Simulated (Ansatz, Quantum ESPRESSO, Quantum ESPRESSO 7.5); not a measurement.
# Complex bands of BaO, rock salt type, lattice constant set to 5.525 Å

Aim: how fast states decay in the gap of BaO, rock salt type, lattice constant set to 5.525 Å.

Calculated with Quantum ESPRESSO 7.5; plane-wave DFT, LDA, PseudoDojo norm-conserving pseudopotentials (cross-check by Ansatz 0.2.0 with PAW datasets).

### 1. Starting point

The structure is cubic, space group Fm-3m (No. 225). The conventional cell has a = 5.525 Å, b = 5.525 Å, c = 5.525 Å, α = 90.00°, β = 90.00°, γ = 90.00°. Ba has 6 O at 2.76 Å nearest. Nearest to O lie 6 Ba at 2.76 Å. Farther neighbours and most contacts between anions are not listed.

### 2. Ground state

pwcond needs a cell whose third axis lies along the current and stands perpendicular to the other two.

scf.in reads:

```
&control
  prefix = 'scf'
  outdir = './out'
  pseudo_dir = './pseudo'
  calculation = 'scf'
  tprnfor = .true.
/
&system
  ibrav = 0
  nat = 4
  ntyp = 2
  ecutwfc = 72
  ecutrho = 288
  occupations = 'fixed'
  nbnd = 20
/
&electrons
  conv_thr = 1e-09
  mixing_beta = 0.6
  electron_maxstep = 120
/
ATOMIC_SPECIES
  Ba  137.3270  Ba.dojo-sr-lda-0.4.1-standard.upf
  O   15.9990  O.dojo-sr-lda-0.4.1-standard.upf
CELL_PARAMETERS angstrom
  3.90676496605567 0.00000000000000 0.00000000000000
  0.00000000000000 3.90676496605567 0.00000000000000
  0.00000000000000 0.00000000000000 5.52500000000000
ATOMIC_POSITIONS crystal
  Ba  0.000000000000 0.000000000000 0.000000000000
  O   0.500000000000 0.500000000000 0.000000000000
  Ba  0.500000000000 0.500000000000 0.500000000000
  O   0.000000000000 0.000000000000 0.500000000000
K_POINTS automatic
  6 6 6 0 0 0
```

On the command line:

```
$ OMP_NUM_THREADS=1 mpirun -n 2 pw.x -nk 2 -in scf.in > scf.out
```

The program printed:

```text
Program PWSCF v.7.5 starts
[citation notice left out]

     Parallel version (MPI & OpenMP), running on       2 processor cores
     Number of MPI processes:                 2
     Threads/MPI process:                     1

     MPI processes distributed on     1 nodes
[...]
Current dimensions of program PWSCF are:
     Max number of different atomic species (ntypx) = 10
     Max number of k-points (npk) =  40000
     Max angular momentum in pseudopotentials (lmaxx) =  4
     Found identity + ( -0.5000 -0.5000 -0.5000) symmetry
     This is a supercell, fractional translations are disabled
     Message from routine setup:
     using ibrav=0 with symmetry is DISCOURAGED, use correct ibrav instead

     K-points division:     npool     =       2
     Subspace diagonalization in iterative solution of the eigenvalue problem:
     a serial algorithm will be used

     G-vector sticks info
     --------------------
     sticks:   dense  smooth     PW     G-vecs:    dense   smooth      PW
     Sum        1245    1245    357                46997    46997    7387

     Using Slab Decomposition

     bravais-lattice index     =            0
     lattice parameter (alat)  =       7.3827  a.u.
     unit-cell volume          =     569.0671 (a.u.)^3
     number of atoms/cell      =            4
     number of atomic types    =            2
     number of electrons       =        32.00
     number of Kohn-Sham states=           20
     kinetic-energy cutoff     =      72.0000  Ry
     charge density cutoff     =     288.0000  Ry
     scf convergence threshold =      1.0E-09
     mixing beta               =       0.6000
     number of iterations used =            8  plain     mixing
     Exchange-correlation= SLA  PW   NOGX NOGC
                           (   1   4   0   0   0   0   0)

     celldm(1)=   7.382716  celldm(2)=   0.000000  celldm(3)=   0.000000
     celldm(4)=   0.000000  celldm(5)=   0.000000  celldm(6)=   0.000000

     crystal axes: (cart. coord. in units of alat)
               a(1) = (   1.000000   0.000000   0.000000 )
               a(2) = (   0.000000   1.000000   0.000000 )
               a(3) = (   0.000000   0.000000   1.414214 )

     reciprocal axes: (cart. coord. in units 2 pi/alat)
               b(1) = (  1.000000  0.000000  0.000000 )
               b(2) = (  0.000000  1.000000  0.000000 )
               b(3) = (  0.000000  0.000000  0.707107 )

     PseudoPot. # 1 for Ba read from file:
     ./pseudo/Ba.dojo-sr-lda-0.4.1-standard.upf
     Pseudo is Norm-conserving + core correction, Zval = 10.0
     Generated using ONCVPSP code by D. R. Hamann
     Using radial grid of 1912 points,  6 beta functions with:
                l(1) =   0
                l(2) =   0
                l(3) =   1
                l(4) =   1
                l(5) =   2
                l(6) =   2

     PseudoPot. # 2 for O  read from file:
     ./pseudo/O.dojo-sr-lda-0.4.1-standard.upf
     Pseudo is Norm-conserving + core correction, Zval =  6.0
     Generated using ONCVPSP code by D. R. Hamann
     Using radial grid of  926 points,  5 beta functions with:
                l(1) =   0
                l(2) =   0
                l(3) =   1
                l(4) =   1
                l(5) =   2

     atomic species   valence    mass     pseudopotential
     Ba               10.00   137.32700     Ba( 1.00)
     O                 6.00    15.99900     O ( 1.00)

     16 Sym. Ops., with inversion, found

   Cartesian axes

     site n.     atom                  positions (alat units)
         1        Ba     tau(   1) = (   0.0000000   0.0000000   0.0000000  )
         2        O      tau(   2) = (   0.5000000   0.5000000   0.0000000  )
         3        Ba     tau(   3) = (   0.5000000   0.5000000   0.7071068  )
         4        O      tau(   4) = (   0.0000000   0.0000000   0.7071068  )

     number of k points=    40
                       cart. coord. in units 2pi/alat
        k(    1) = (   0.0000000   0.0000000   0.0000000), wk =   0.0092593
        k(    2) = (   0.0000000   0.0000000   0.1178511), wk =   0.0185185
        k(    3) = (   0.0000000   0.0000000   0.2357023), wk =   0.0185185
        k(    4) = (   0.0000000   0.0000000  -0.3535534), wk =   0.0092593
        k(    5) = (   0.0000000   0.1666667   0.0000000), wk =   0.0370370
        k(    6) = (   0.0000000   0.1666667   0.1178511), wk =   0.0740741
        k(    7) = (   0.0000000   0.1666667   0.2357023), wk =   0.0740741
        k(    8) = (   0.0000000   0.1666667  -0.3535534), wk =   0.0370370
        k(    9) = (   0.0000000   0.3333333   0.0000000), wk =   0.0370370
        k(   10) = (   0.0000000   0.3333333   0.1178511), wk =   0.0740741
[...]
k(   40) = (  -0.5000000  -0.5000000  -0.3535534), wk =   0.0092593

     Dense  grid:    46997 G-vectors     FFT dimensions: (  40,  40,  60)

     Estimated max dynamical RAM per process >      80.73 MB

     Estimated total dynamical RAM >     149.99 MB

     Check: negative core charge=   -0.000002

     Initial potential from superposition of free atoms

     starting charge      31.9717, renormalised to      32.0000
     Starting wfcs are   18 randomized atomic wfcs +    2 random wfcs

     total cpu time spent up to now is        1.4 secs

     per-process dynamical memory:    68.4 Mb

     Self-consistent Calculation

     iteration #  1     ecut=    72.00 Ry     beta= 0.60
     Davidson diagonalization with overlap
     ethr =  1.00E-02,  avg # of iterations =  5.8

     total cpu time spent up to now is        3.2 secs

     total energy              =    -178.46434762 Ry
     estimated scf accuracy    <       1.41581855 Ry

     iteration #  2     ecut=    72.00 Ry     beta= 0.60
[...]
total energy              =    -178.40234588 Ry
     estimated scf accuracy    <       4.00288086 Ry

     iteration #  3     ecut=    72.00 Ry     beta= 0.60
[...]
total energy              =    -179.13935483 Ry
     estimated scf accuracy    <       0.04386384 Ry

     iteration #  4     ecut=    72.00 Ry     beta= 0.60
[...]
total energy              =    -179.14686759 Ry
     estimated scf accuracy    <       0.00161098 Ry

     iteration #  5     ecut=    72.00 Ry     beta= 0.60
[...]
total energy              =    -179.14699829 Ry
     estimated scf accuracy    <       0.00049334 Ry

     iteration #  6     ecut=    72.00 Ry     beta= 0.60
[...]
total energy              =    -179.14709034 Ry
     estimated scf accuracy    <       0.00002388 Ry

     iteration #  7     ecut=    72.00 Ry     beta= 0.60
[...]
total energy              =    -179.14709046 Ry
     estimated scf accuracy    <       0.00001381 Ry

     iteration #  8     ecut=    72.00 Ry     beta= 0.60
[...]
total energy              =    -179.14709160 Ry
     estimated scf accuracy    <       0.00000081 Ry

     iteration #  9     ecut=    72.00 Ry     beta= 0.60
[...]
total energy              =    -179.14709127 Ry
     estimated scf accuracy    <       0.00000070 Ry

     iteration # 10     ecut=    72.00 Ry     beta= 0.60
[...]
total energy              =    -179.14709146 Ry
     estimated scf accuracy    <       0.00000014 Ry

     iteration # 11     ecut=    72.00 Ry     beta= 0.60
[...]
total energy              =    -179.14709148 Ry
     estimated scf accuracy    <          2.6E-09 Ry

     iteration # 12     ecut=    72.00 Ry     beta= 0.60
[...]
End of self-consistent calculation

          k = 0.0000 0.0000 0.0000 (  5845 PWs)   bands (ev):

   -17.4476 -17.1086  -6.4880  -6.3050  -3.4270  -2.4802  -2.4802  -1.8647
    -1.8647  -1.8647   7.9635   7.9635   7.9635   8.1794   8.1794   8.3773
    10.2291  11.7465  13.0294  13.0294

          k = 0.0000 0.0000 0.1179 (  5860 PWs)   bands (ev):

   -17.4249 -17.1312  -6.5443  -6.3728  -3.1995  -2.4415  -2.4415  -1.9086
    -1.9086  -1.8301   7.5839   7.9517   7.9517   8.0683   8.1456   8.1456
    10.3452  12.1132  12.6736  13.3205

          k = 0.0000 0.0000 0.2357 (  5840 PWs)   bands (ev):

   -17.3628 -17.1932  -6.6274  -6.5164  -2.6681  -2.3341  -2.3341  -2.0266
    -2.0266  -1.8521   7.0403   7.4285   7.9455   7.9455   8.0649   8.0649
    10.6886  11.9506  12.7899  14.1250

          k = 0.0000 0.0000-0.3536 (  5812 PWs)   bands (ev):

   -17.2779 -17.2779  -6.6243  -6.6242  -2.1830  -2.1830  -2.1830  -2.1830
    -2.1355  -2.1355   6.9690   6.9691   7.9845   7.9845   7.9845   7.9845
    11.2406  11.2406  13.4813  13.4813

          k = 0.0000 0.1667 0.0000 (  5834 PWs)   bands (ev):

   -17.4034 -17.1075  -6.6064  -6.4401  -3.3160  -2.4107  -2.4012  -1.9549
    -1.8718  -1.8591   7.4991   7.6499   7.7590   7.8833   7.9369   8.3054
    10.9237  12.4724  12.7252  13.2561

          k = 0.0000 0.1667 0.1179 (  5854 PWs)   bands (ev):

   -17.3833 -17.1269  -6.6615  -6.5071  -3.0985  -2.3761  -2.3664  -1.9153
    -1.8970  -1.8970   7.4107   7.6370   7.6370   7.7157   7.8452   7.9899
    11.0299  12.6667  12.9925  13.5357

[...]
highest occupied, lowest unoccupied level (ev):     8.3773   10.2291

!    total energy              =    -179.14709148 Ry
     estimated scf accuracy    <          1.2E-10 Ry

     The total energy is the sum of the following terms:
     one-electron contribution =     -19.88445693 Ry
     hartree contribution      =      28.54276547 Ry
     xc contribution           =     -43.31192222 Ry
     ewald contribution        =    -144.49347779 Ry

     convergence has been achieved in  12 iterations

     Forces acting on atoms (cartesian axes, Ry/au):

     atom    1 type  1   force =     0.00000000    0.00000000    0.00000000
     atom    2 type  2   force =     0.00000000    0.00000000    0.00000000
     atom    3 type  1   force =     0.00000000    0.00000000    0.00000000
     atom    4 type  2   force =     0.00000000    0.00000000    0.00000000

     Total force =     0.000000     Total SCF correction =     0.000000

[...]
=------------------------------------------------------------------------------=
   JOB DONE.
=------------------------------------------------------------------------------=
```

The job ended after 20 s (2 MPI ranks of Intel Xeon 6975P-C (Granite Rapids), shared host; peak memory 0.25 GiB; 40 s of CPU time).

Read from the output:

| Property | Result |
| --- | --- |
| free energy | -2437.4204 eV |
| valence top, on the run's zero | 8.377 eV |
| conduction bottom, on the run's zero | 10.23 eV |
| gap by band count | 1.852 eV |

The program's own clock; routines nest. Time by routine:

```csv
routine,wall time (s),calls
PWSCF,19.3,1
electrons,17.64,1
c_bands,15.42,12
cegterg,13.11,240
h_psi,10.87,1077
vloc_psi,8.66,1077
fftw,8.44,29550
sum_band,2.09,12
init_run,1.31,1
calbec,1.25,1157
h_psi:calbec,1.14,1077
add_vuspsi,0.94,1077
wfcinit,0.7,1
init_us_2,0.68,520
```

The run needed 12 iterations to bring the estimated error under 1e-09 Ry.

[end of part 1 of 3]

[Logs are printed without paths, hosts, clocks, repeated set-up lines and the standing remarks that a program may print on its own settings, such as how far it seeks lower states.]

[Hosts, paths, dates, database ids (printed as entryN), source tags and the programs' standing remarks are cut or masked in the printed files.]

[Maps of the electrostatic potential energy from Ansatz leave out the sawtooth potential of an applied field or a dipole correction, so their vacuum need not be flat; planar profiles and work functions include it.]
